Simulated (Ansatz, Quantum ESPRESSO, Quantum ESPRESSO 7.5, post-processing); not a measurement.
# In2O2, 1 layer in an electric field

How does In2O2, 1 layer respond to a gate-like field without added charge?

Program: Quantum ESPRESSO 7.5. Level of theory: plane-wave DFT, vdW-DF-cx, GBRV ultrasoft pseudopotentials made under PBE (geometry and cross-check by Ansatz 0.2.0 with PAW datasets; geometry under PBE). Results are calculated unless marked as measured.

Most raw output is cut from this account.

### Step 1. The structure

The cell holds 4 atoms: 2 O and 2 In. Its edges and angles: a = 3.292 Å, b = 3.292 Å, c = 21.674 Å, α = 90.0°, β = 90.0°, γ = 120.0°. It derives from In2O2. Vacuum lies along c.

### Step 2. Relaxation with Ansatz

The geometry comes first, from a plane-wave PAW code, so that the later runs on this slab share one structure.

The input, input.yaml:

```yaml
crystal:
  lattice:
    - [3.2916, 0.0, 0.0]
    - [-1.6458, 2.8506092191, 0.0]
    - [0.0, 0.0, 21.6736373469]
  atoms:
    - { symbol: O, position: [0.3333333333, 0.6666666667, 0.3921815182] }
    - { symbol: In, position: [0.0, 0.0, 0.434482617] }
    - { symbol: In, position: [0.0, 0.0, 0.565517383] }
    - { symbol: O, position: [0.3333333333, 0.6666666667, 0.6078184818] }
kpoints:
  mp_grid: { grid: [12, 12, 1] }
hamiltonian:
  xc: pbe
scf:
  occupations: { method: fermi_dirac, width: 0.05 }
  convergence: { dr2_threshold: 1.0e-08 }
efield:
  axis: 3
  dipole_correction: true
  ramp_position: 0.97
  ramp_width: 0.04
relax:
  f_tol: 0.01
  cell: { fix: [c, alpha, beta] }
output:
  write_potential: true
  write_density: true
  volumetric_format: npy
```

On the command line:

```
$ ansatz run input.yaml --threads 4 --pin off --max-ram 8192MiB --backend cpu --events-out ev --progress --plain --runs-dir out
```

Wall time 14 s (4 threads of Arm Neoverse V2, shared host); peak memory 0.51 GiB.

The steps of the relaxation:

```csv
step,energy less that of the first step (eV),largest force component (eV/Å),pressure (GPa),volume (Å³)
1,0.0000,0.2305,2.00,203.37
2,-0.1758,0.2202,-0.15,223.66
3,-0.1666,0.3564,0.18,222.75
4,-0.1817,0.0357,-0.05,221.92
5,-0.1817,0.0016,-0.03,222.08
6*,-0.2078,0.0035,0.12,222.08
7,-0.2077,0.0029,0.01,223.16
8*,-0.2085,0.0029,0.02,223.16
```

Relaxation steps marked * repeat the geometry before them on a plane-wave basis chosen anew for their cell, so energy and pressure can jump there. Relaxation step 3 was tried and not accepted.

| cell as run | before | after | change |
| --- | --- | --- | --- |
| a (Å) | 3.292 | 3.448 | +4.8 % |
| b (Å) | 3.292 | 3.448 | +4.8 % |

The atoms that moved most (Å, along periodic axes as changes of fractional coordinates times the final cell, across vacuum about the mean position):

| atom | dx | dy | dz | length |
| --- | --- | --- | --- | --- |
| O1 | 0.000 | 0.000 | 0.119 | 0.119 |
| O4 | 0.000 | 0.000 | -0.119 | 0.119 |
| In2 | 0.000 | 0.000 | -0.009 | 0.009 |
| In3 | 0.000 | 0.000 | 0.009 | 0.009 |

The relaxed structure:

```xyz
4
Lattice="3.4480 0.0000 0.0000 -1.7240 2.9861 0.0000 0.0000 0.0000 21.6736" Properties=species:S:1:pos:R:3
O     0.0000    1.9907    8.6190
In    0.0000    0.0000    9.4077
In    0.0000    0.0000   12.2659
O     0.0000    1.9907   13.0547
```

This step gave:

```
free energy                                                      : -12329.9467 eV
energy at zero smearing                                          : -12329.9464 eV
smearing term TS                                                 : 5.77e-4 eV
Fermi energy                                                     : -1.801 eV
gap by band count                                                : 0.3624 eV
symmetry operations                                              : 6
dipole along the normal                                          : -1.82e-5 e·Å
vacuum level at the upper face over a Fermi level inside the gap : 6.194 eV
vacuum level at the lower face over a Fermi level inside the gap : 6.194 eV
```

### Step 3. Ground state: no field

The zero-field run is the reference. tefield and dipfield are on already, so that all runs share k-points and boundary.

Level of this step: plane-wave DFT, vdW-DF-cx, GBRV ultrasoft pseudopotentials made under PBE (Quantum ESPRESSO 7.5). input_dft overrides the functional of the files.

The input, f0.in:

```
&control
  prefix = 'f0'
  outdir = './out'
  pseudo_dir = './pseudo'
  calculation = 'scf'
  tprnfor = .true.
  tefield = .true.
  dipfield = .true.
/
&system
  ibrav = 0
  nat = 4
  ntyp = 2
  ecutwfc = 40
  ecutrho = 200
  input_dft = 'vdw-df-cx'
  occupations = 'smearing'
  smearing = 'fd'
  degauss = 0.004
  edir = 3
  emaxpos = 0.97
  eopreg = 0.04
  eamp = 0.0
/
&electrons
  conv_thr = 1e-09
  mixing_beta = 0.4
  electron_maxstep = 120
  mixing_mode = 'plain'
/
ATOMIC_SPECIES
  O   15.9990  o_pbe_v1.2.uspp.F.UPF
  In  114.8180  in_pbe_v1.4.uspp.F.UPF
CELL_PARAMETERS angstrom
  3.44804118932824 0.00000000000000 0.00000000000000
  -1.72402059466412 2.98609126325336 0.00000000000000
  0.00000000000000 0.00000000000000 21.67363734690000
ATOMIC_POSITIONS crystal
  O   0.333333333333 0.666666666667 0.397671114817
  In  -0.000000000000 -0.000000000000 0.434061861208
  In  0.000000000000 -0.000000000000 0.565937940511
  O   0.333333333333 0.666666666667 0.602329083465
K_POINTS automatic
  12 12 1 0 0 0
```

On the command line:

```
$ OMP_NUM_THREADS=1 mpirun -n 4 pw.x -nk 4 -in f0.in > f0.out
```

Elapsed: 74 s, on 4 MPI ranks; peak memory 0.63 GiB.

Read from the output:

| Item | Value |
| --- | --- |
| free energy | -4506.8016 eV |
| energy at zero smearing | -4506.8011 eV |
| Fermi energy | -1.948 eV |
| dipole along the normal | 0 e·Å |
| valence top, on the run's zero | -2.190 eV |
| conduction bottom, on the run's zero | -1.846 eV |
| gap by band count | 0.3438 eV |

The program's own clock; routines nest. Time by routine:

```csv
routine,wall time (s),calls
PWSCF,73.72,1
electrons,57.33,1
c_bands,44.77,12
cegterg,40.61,228
h_psi,32.75,1085
fftw,31.2,33042
vloc_psi,28.31,1085
v_of_rho,17.4,13
init_run,15.5,1
potinit,13.7,1
vdW_kernel,13.34,1
sum_band,7.81,12
calbec,3.13,1389
add_vuspsi,2.23,1085
```

The run needed 12 iterations to bring the estimated error under 1e-09 Ry; the largest force on any atom, held or free, is 0.16 eV/Å.

### Step 4. Potential by pp.x

The vacuum level is read from the electrostatic potential (plot_num = 11), averaged over planes.

The input, f0.pot.in:

```
&inputpp
  prefix = 'f0'
  outdir = './out'
  filplot = 'f0.pot.dat'
  plot_num = 11
/
```

On the command line:

```
$ OMP_NUM_THREADS=1 mpirun -n 4 pp.x -in f0.pot.in > f0.pot.out
```

Run time: 14 s. Hardware: 4 MPI ranks; peak memory 0.2 GiB; 57 s of CPU time.

Numbers from this step:

```
slope of the potential above                                          : 2.67e-5 eV/Å
upper vacuum line continued to the top atoms, over the valence top    : 6.593 eV
slope of the potential below                                          : -2.17e-5 eV/Å
lower vacuum line continued to the bottom atoms, over the valence top : 6.593 eV
vacuum level at the upper face over the valence top of the mesh       : 6.593 eV
vacuum level at the lower face over the valence top of the mesh       : 6.593 eV
```

The vacuum is flat to 0.1 meV/Å, so its level is well defined. Inside the slab the curve depends on the local part of the pseudopotentials; only the vacuum level has a meaning of its own.

### Step 5. Bands along a path: no field

A bands run reads the converged density and follows the path given under K_POINTS.

f0.bands.in, as its differences from the input of step 3:

```diff
@@ -1,7 +1,6 @@
 &control
-  prefix = 'f0'
+  prefix = 'f0.bands'
   outdir = './out'
   pseudo_dir = './pseudo'
-  calculation = 'scf'
-  tprnfor = .true.
+  calculation = 'bands'
   tefield = .true.
@@ -23,8 +22,9 @@
   eamp = 0.0
+  nbnd = 25
 /
 &electrons
-  conv_thr = 1e-09
+  conv_thr = 1e-07
   mixing_beta = 0.4
   electron_maxstep = 120
-  mixing_mode = 'plain'
+  mixing_mode = 'local-TF'
 /
@@ -42,3 +42,7 @@
   O   0.333333333333 0.666666666667 0.602329083465
-K_POINTS automatic
-  12 12 1 0 0 0
+K_POINTS crystal_b
+4
+  0.0000000000 0.0000000000 0.0000000000 14
+  0.5000000000 0.0000000000 0.0000000000 14
+  0.3333333333 0.3333333333 0.0000000000 14
+  0.0000000000 0.0000000000 0.0000000000 1
```

On the command line:

```
$ cp -r out/f0.save out/f0.bands.save
$ cp out/f0.xml out/f0.bands.xml
$ OMP_NUM_THREADS=1 mpirun -n 4 pw.x -nk 4 -in f0.bands.in > f0.bands.out
```

Elapsed: 34 s, on 4 MPI ranks; peak memory 0.37 GiB; 2.3 min of CPU time.

This step gave:

```
conduction bottom, on the run's zero : -1.847 eV
gap by band count                    : 0.3439 eV
```

Band numbers count within the set of bands kept for display. Electronic bands along the path, in eV, zero at the highest filled level of the SCF mesh; v1 is the highest filled band, c1 the lowest empty one:

```
  point     v4     v3     v2     v1    c1    c2    c3    c4
      Γ  -1.69  -1.66  -1.66  -0.73  0.34  3.28  5.51  5.60
halfway  -2.18  -2.15  -2.08  -0.30  2.20  4.33  5.74  6.32
      M  -2.60  -2.50  -1.97  -0.22  2.36  4.11  5.39  6.85
halfway  -3.10  -2.28  -1.88  -0.12  2.85  4.54  5.88  5.97
      K  -3.67  -2.09  -1.82   0.00  3.40  4.52  4.92  6.54
halfway  -2.47  -2.44  -2.07  -0.24  2.65  4.67  5.50  6.60
      Γ  -1.69  -1.66  -1.66  -0.73  0.34  3.28  5.51  5.60
```

Along this path the valence top lies at K and the conduction bottom at Γ.

### Step 6. SCF with pw.x: field 0.1 V/Å

eamp is the field in Hartree atomic units (1 a.u. = 51.42 V/Å). With dipfield on, it is the field in the vacuum beside an isolated sheet. The run starts from the density of the one before.

f1.in, as its differences from the input of step 3:

```diff
@@ -1,3 +1,3 @@
 &control
-  prefix = 'f0'
+  prefix = 'f1'
   outdir = './out'
@@ -22,3 +22,3 @@
   eopreg = 0.04
-  eamp = 0.0
+  eamp = 0.00194469
 /
@@ -29,2 +29,3 @@
   mixing_mode = 'plain'
+  startingpot = 'file'
 /
```

On the command line:

```
$ cp -r out/f0.save out/f1.save
$ OMP_NUM_THREADS=1 mpirun -n 4 pw.x -nk 4 -in f1.in > f1.out
```

It took 62 s on 4 MPI ranks; peak memory 0.75 GiB; 4.1 min of CPU time.

Numbers from this step:

```
free energy                          : -4506.8032 eV
energy at zero smearing              : -4506.8027 eV
Fermi energy                         : -1.933 eV
dipole along the normal              : 0.03169 e·Å
valence top, on the run's zero       : -2.175 eV
conduction bottom, on the run's zero : -1.831 eV
gap by band count                    : 0.3440 eV
```

The dipole goes from -0.0000 to 0.0317 e Å, 0.3169 e Å per V/Å.

### Step 7. Potential by pp.x

The input, f1.pot.in:

```
&inputpp
  prefix = 'f1'
  outdir = './out'
  filplot = 'f1.pot.dat'
  plot_num = 11
/
```

On the command line:

```
$ OMP_NUM_THREADS=1 mpirun -n 4 pp.x -in f1.pot.in > f1.pot.out
```

Elapsed: 14 s, on 4 MPI ranks; peak memory 0.2 GiB; 58 s of CPU time.

Read from the output:

- slope of the potential above: 0.1000 eV/Å
- upper vacuum line continued to the top atoms, over the valence top: 6.537 eV
- slope of the potential below: 0.09998 eV/Å
- lower vacuum line continued to the bottom atoms, over the valence top: 6.650 eV

The slope in the vacuum is 0.100 eV/Å for an applied 0.10 V/Å, as it should be.

### Step 8. SCF with pw.x: field 0.2 V/Å

f2.in, as its differences from the input of step 6:

```diff
@@ -1,3 +1,3 @@
 &control
-  prefix = 'f1'
+  prefix = 'f2'
   outdir = './out'
@@ -22,3 +22,3 @@
   eopreg = 0.04
-  eamp = 0.00194469
+  eamp = 0.00388938
 /
```

On the command line:

```
$ cp -r out/f0.save out/f2.save
$ OMP_NUM_THREADS=1 mpirun -n 4 pw.x -nk 4 -in f2.in > f2.out
```

The job ended after 72 s (4 MPI ranks; peak memory 0.8 GiB).

This step gave:

* free energy: -4506.8079 eV
* energy at zero smearing: -4506.8074 eV
* Fermi energy: -1.917 eV
* dipole along the normal: 0.06344 e·Å
* valence top, on the run's zero: -2.160 eV
* conduction bottom, on the run's zero: -1.815 eV
* gap by band count: 0.3445 eV

The dipole goes from -0.0000 to 0.0634 e Å, 0.3172 e Å per V/Å.

### Step 9. Potential by pp.x

The input, f2.pot.in:

```
&inputpp
  prefix = 'f2'
  outdir = './out'
  filplot = 'f2.pot.dat'
  plot_num = 11
/
```

On the command line:

```
$ OMP_NUM_THREADS=1 mpirun -n 4 pp.x -in f2.pot.in > f2.pot.out
```

It took 14 s on 4 MPI ranks; peak memory 0.2 GiB; 57 s of CPU time.

This step gave:

| Item | Value |
| --- | --- |
| slope of the potential above | 0.2000 eV/Å |
| upper vacuum line continued to the top atoms, over the valence top | 6.481 eV |
| slope of the potential below | 0.2000 eV/Å |
| lower vacuum line continued to the bottom atoms, over the valence top | 6.709 eV |

The slope in the vacuum is 0.200 eV/Å for an applied 0.20 V/Å, as it should be.

### Step 10. Band structure: field 0.2 V/Å

f2.bands.in, as its differences from the input of step 5:

```diff
@@ -1,3 +1,3 @@
 &control
-  prefix = 'f0.bands'
+  prefix = 'f2.bands'
   outdir = './out'
@@ -21,3 +21,3 @@
   eopreg = 0.04
-  eamp = 0.0
+  eamp = 0.00388938
   nbnd = 25
```

On the command line:

```
$ cp -r out/f2.save out/f2.bands.save
$ cp out/f2.xml out/f2.bands.xml
$ OMP_NUM_THREADS=1 mpirun -n 4 pw.x -nk 4 -in f2.bands.in > f2.bands.out
```

Run time: 34 s. Hardware: 4 MPI ranks; peak memory 0.37 GiB.

Band numbers count within the set of bands kept for display. The electronic bands at the labelled points (eV, zero at the highest filled level of the SCF mesh; v1 is the highest filled band, c1 the lowest empty one):

```csv
point,v4,v3,v2,v1,c1,c2,c3,c4
Γ,-1.71,-1.64,-1.64,-0.73,0.34,3.28,4.88,5.72
halfway,-2.18,-2.16,-2.07,-0.30,2.20,4.32,5.71,5.94
M,-2.61,-2.49,-1.97,-0.22,2.36,4.11,5.39,6.85
halfway,-3.09,-2.28,-1.87,-0.12,2.85,4.54,5.88,5.97
K,-3.67,-2.09,-1.82,0.00,3.40,4.52,4.92,6.54
halfway,-2.48,-2.42,-2.07,-0.24,2.65,4.66,5.48,6.25
Γ,-1.71,-1.64,-1.64,-0.73,0.34,3.28,4.88,5.72
```

Upper empty bands that drop with the field can be states of the vacuum, held by the sawtooth; they depend on the cell's width.

Along this path the valence top lies at K and the conduction bottom at Γ.

### Step 11. SCF with pw.x: field 0.3 V/Å

f3.in, as its differences from the input of step 8:

```diff
@@ -1,3 +1,3 @@
 &control
-  prefix = 'f2'
+  prefix = 'f3'
   outdir = './out'
@@ -22,3 +22,3 @@
   eopreg = 0.04
-  eamp = 0.00388938
+  eamp = 0.00583407
 /
```

On the command line:

```
$ cp -r out/f0.save out/f3.save
$ OMP_NUM_THREADS=1 mpirun -n 4 pw.x -nk 4 -in f3.in > f3.out
```

Elapsed: 76 s, on 4 MPI ranks; peak memory 0.74 GiB.

This step gave:

```
free energy                          : -4506.8158 eV
energy at zero smearing              : -4506.8153 eV
Fermi energy                         : -1.903 eV
dipole along the normal              : 0.09514 e·Å
valence top, on the run's zero       : -2.146 eV
conduction bottom, on the run's zero : -1.800 eV
gap by band count                    : 0.3453 eV
```

The dipole goes from -0.0000 to 0.0951 e Å, 0.3171 e Å per V/Å.

### Step 12. Potential by pp.x

The input, f3.pot.in:

```
&inputpp
  prefix = 'f3'
  outdir = './out'
  filplot = 'f3.pot.dat'
  plot_num = 11
/
```

On the command line:

```
$ OMP_NUM_THREADS=1 mpirun -n 4 pp.x -in f3.pot.in > f3.pot.out
```

Run time: 14 s. Hardware: 4 MPI ranks; peak memory 0.2 GiB.

This step gave:

| Quantity | Value |
| --- | --- |
| slope of the potential above | 0.3000 eV/Å |
| upper vacuum line continued to the top atoms, over the valence top | 6.427 eV |
| slope of the potential below | 0.3000 eV/Å |
| lower vacuum line continued to the bottom atoms, over the valence top | 6.769 eV |

The slope in the vacuum is 0.300 eV/Å for an applied 0.30 V/Å, as it should be.

Each curve counts from the valence top of its own run.

The runs together. Potential energy against z:

```csv
z (Å),potential at 0 V/Å (eV),potential at 0.1 V/Å (eV),potential at 0.2 V/Å (eV),potential at 0.3 V/Å (eV)
0,6.59,6.19,5.79,5.39
1,6.59,5.89,5.19,4.48
2,6.59,5.99,5.39,4.78
3,6.59,6.09,5.59,5.08
4,6.59,6.19,5.79,5.38
5,6.59,6.29,5.99,5.68
6,6.59,6.38,6.18,5.98
7,6.48,6.38,6.27,6.16
8,3.73,3.69,3.65,3.62
9,-12.6,-12.6,-12.6,-12.6
10,-5.89,-5.89,-5.90,-5.90
11,2.78,2.78,2.78,2.78
12,-11.4,-11.4,-11.4,-11.4
13,-10.2,-10.2,-10.2,-10.2
14,5.66,5.72,5.78,5.83
15,6.55,6.69,6.83,6.98
16,6.59,6.83,7.07,7.31
17,6.59,6.93,7.27,7.61
18,6.59,7.03,7.47,7.91
19,6.59,7.13,7.67,8.21
20,6.59,7.23,7.87,8.51
21,6.59,7.33,8.06,8.80
```

### Step 13. Bands along a path: field 0.3 V/Å

f3.bands.in, as its differences from the input of step 10:

```diff
@@ -1,3 +1,3 @@
 &control
-  prefix = 'f2.bands'
+  prefix = 'f3.bands'
   outdir = './out'
@@ -21,3 +21,3 @@
   eopreg = 0.04
-  eamp = 0.00388938
+  eamp = 0.00583407
   nbnd = 25
```

On the command line:

```
$ cp -r out/f3.save out/f3.bands.save
$ cp out/f3.xml out/f3.bands.xml
$ OMP_NUM_THREADS=1 mpirun -n 4 pw.x -nk 4 -in f3.bands.in > f3.bands.out
```

Elapsed: 33 s, on 4 MPI ranks; peak memory 0.37 GiB.

Read from the output:

* valence top, on the run's zero: -2.145 eV

Band numbers count within the set of bands kept for display. Electronic bands along the path, in eV, zero at the highest filled level of the SCF mesh; v1 is the highest filled band, c1 the lowest empty one:

| point | v4 | v3 | v2 | v1 | c1 | c2 | c3 | c4 |
| --- | --- | --- | --- | --- | --- | --- | --- | --- |
| Γ | -1.72 | -1.62 | -1.62 | -0.73 | 0.35 | 3.28 | 4.47 | 5.44 |
| halfway | -2.18 | -2.17 | -2.06 | -0.30 | 2.19 | 4.32 | 5.48 | 5.77 |
| M | -2.61 | -2.48 | -1.97 | -0.22 | 2.36 | 4.11 | 5.39 | 6.84 |
| halfway | -3.09 | -2.28 | -1.87 | -0.12 | 2.85 | 4.54 | 5.88 | 5.97 |
| K | -3.66 | -2.10 | -1.81 | 0.00 | 3.40 | 4.52 | 4.92 | 6.54 |
| halfway | -2.49 | -2.41 | -2.07 | -0.24 | 2.65 | 4.66 | 5.45 | 5.89 |
| Γ | -1.72 | -1.62 | -1.62 | -0.73 | 0.35 | 3.28 | 4.47 | 5.44 |

Upper empty bands that drop with the field can be states of the vacuum, held by the sawtooth; they depend on the cell's width.

Along this path the valence top lies at K and the conduction bottom at Γ.

### Step 14. Valence density

The density shows how far the electrons spill into the vacuum.

The input, f0.rho.in:

```
&inputpp
  prefix = 'f0'
  outdir = './out'
  filplot = 'f0.rho.dat'
  plot_num = 0
/
```

On the command line:

```
$ OMP_NUM_THREADS=1 mpirun -n 4 pp.x -in f0.rho.in > f0.rho.out
```

The job ended after 14 s (4 MPI ranks; peak memory 0.21 GiB).

This step gave:

```
electrons by integration : 38.00 e
```

Mean over planes. The valence density, planar mean by z:

z (Å), valence density, planar mean (e/Å³) and a bar:
```
        5       0.00 
        6       0.00 
        7       0.01 
        8       0.20 ######
        9       1.04 ##############################
       10       0.40 ###########
       11       0.10 ###
       12       0.92 ###########################
       13       0.85 #########################
       14       0.06 ##
       15       0.00 
       16       0.00
```

Valence density in the ca plane at fractional y = 0.667, with atoms of O within 0.2 Å of it. It is the smooth field of the valence electrons, not physical close to the nuclei.

Values in e/Å³, 5 rows by 16 columns, each cell a mean:
```
0.0 0.0 0.0 0.0 0.0 0.0 0.0 0.1 0.4 0.2 0.2 0.4 0.1 0.0 0.0 0.0
0.0 0.0 0.0 0.0 0.0 0.0 0.0 0.2 0.3 0.1 0.1 0.3 0.2 0.0 0.0 0.0
0.0 0.0 0.0 0.0 0.0 0.0 0.1 2.1 1.3 0.1 0.1 0.8 2.5 0.1 0.0 0.0
0.0 0.0 0.0 0.0 0.0 0.0 0.1 3.3 1.9 0.1 0.1 1.2 4.0 0.2 0.0 0.0
0.0 0.0 0.0 0.0 0.0 0.0 0.0 0.5 0.4 0.1 0.1 0.3 0.5 0.1 0.0 0.0
```
Columns run along c (16.0 Å, from fractional 0.05 to 0.78 of the cell), rows up along a (3.4 Å). Atoms in or near the plane, at fractional coordinates: O at (0.40, 0.33), O at (0.60, 0.33).

The density integrates to 38.000 electrons, as the 38 of the input ask.

### Step 15. Density by pp.x

The input, f2.rho.in:

```
&inputpp
  prefix = 'f2'
  outdir = './out'
  filplot = 'f2.rho.dat'
  plot_num = 0
/
```

On the command line:

```
$ OMP_NUM_THREADS=1 mpirun -n 4 pp.x -in f2.rho.in > f2.rho.out
```

Run time: 14 s. Hardware: 4 MPI ranks; peak memory 0.2 GiB.

### Step 16. Charge moved by a field of 0.2 V/Å

This step gave:

| Item | Value |
| --- | --- |
| largest charge moved across a plane | 0.001102 e/Å² |
| dipole step | -1.115 eV |

The planar mean oscillates, so the rows of the table below give means over windows of 1 Å about each position, cut where the curve ends. Its maxima inside the range that stand out by 2 % of the span (Å: e/Å³): 7.9: 7.3e-4, 8.8: 4.7e-4, 10.4: 1.7e-4, 12.3: 1.1e-4, 13.1: -2.1e-4. Its minima: 8.5: 2.0e-4, 9.4: -1.1e-4, 11.3: -1.7e-4, 12.9: -4.7e-4, 13.8: -7.4e-4.

Planar mean against z; means over each step:

```csv
z (Å),planar mean (e/Å³)
3,4.5e-8
4,4.4e-7
5,4.3e-6
6,3.7e-5
7,2.4e-4
8,5.5e-4
9,1.9e-4
10,5.5e-5
11,-5.2e-5
12,1.5e-5
13,-3.3e-4
14,-5.6e-4
15,-1.2e-4
16,-1.6e-5
17,-1.5e-6
18,-1.3e-7
19,-1.1e-8
```

Table of running integral, electrons below z by z:

```
z (Å)  running integral, electrons below z (e/Å²)
    3                                      1.8e-8
    4                                      1.8e-7
    5                                      1.8e-6
    6                                      1.6e-5
    7                                      1.2e-4
    8                                      6.4e-4
    9                                     0.00102
   10                                     0.00101
   11                                     0.00109
   12                                     0.00101
   13                                      8.5e-4
   14                                      3.2e-4
   15                                      4.6e-5
   16                                      4.8e-6
   17                                      4.3e-7
   18                                      3.6e-8
```

(Part 1 of 2 ends here.)

[Logs are printed without paths, hosts, clocks, repeated set-up lines and the standing remarks that a program may print on its own settings, such as how far it seeks lower states.]

[Hosts, paths, dates, database ids (printed as entryN), source tags and the programs' standing remarks are cut or masked in the printed files.]

[Maps of the electrostatic potential energy from Ansatz leave out the sawtooth potential of an applied field or a dipole correction, so their vacuum need not be flat; planar profiles and work functions include it.]
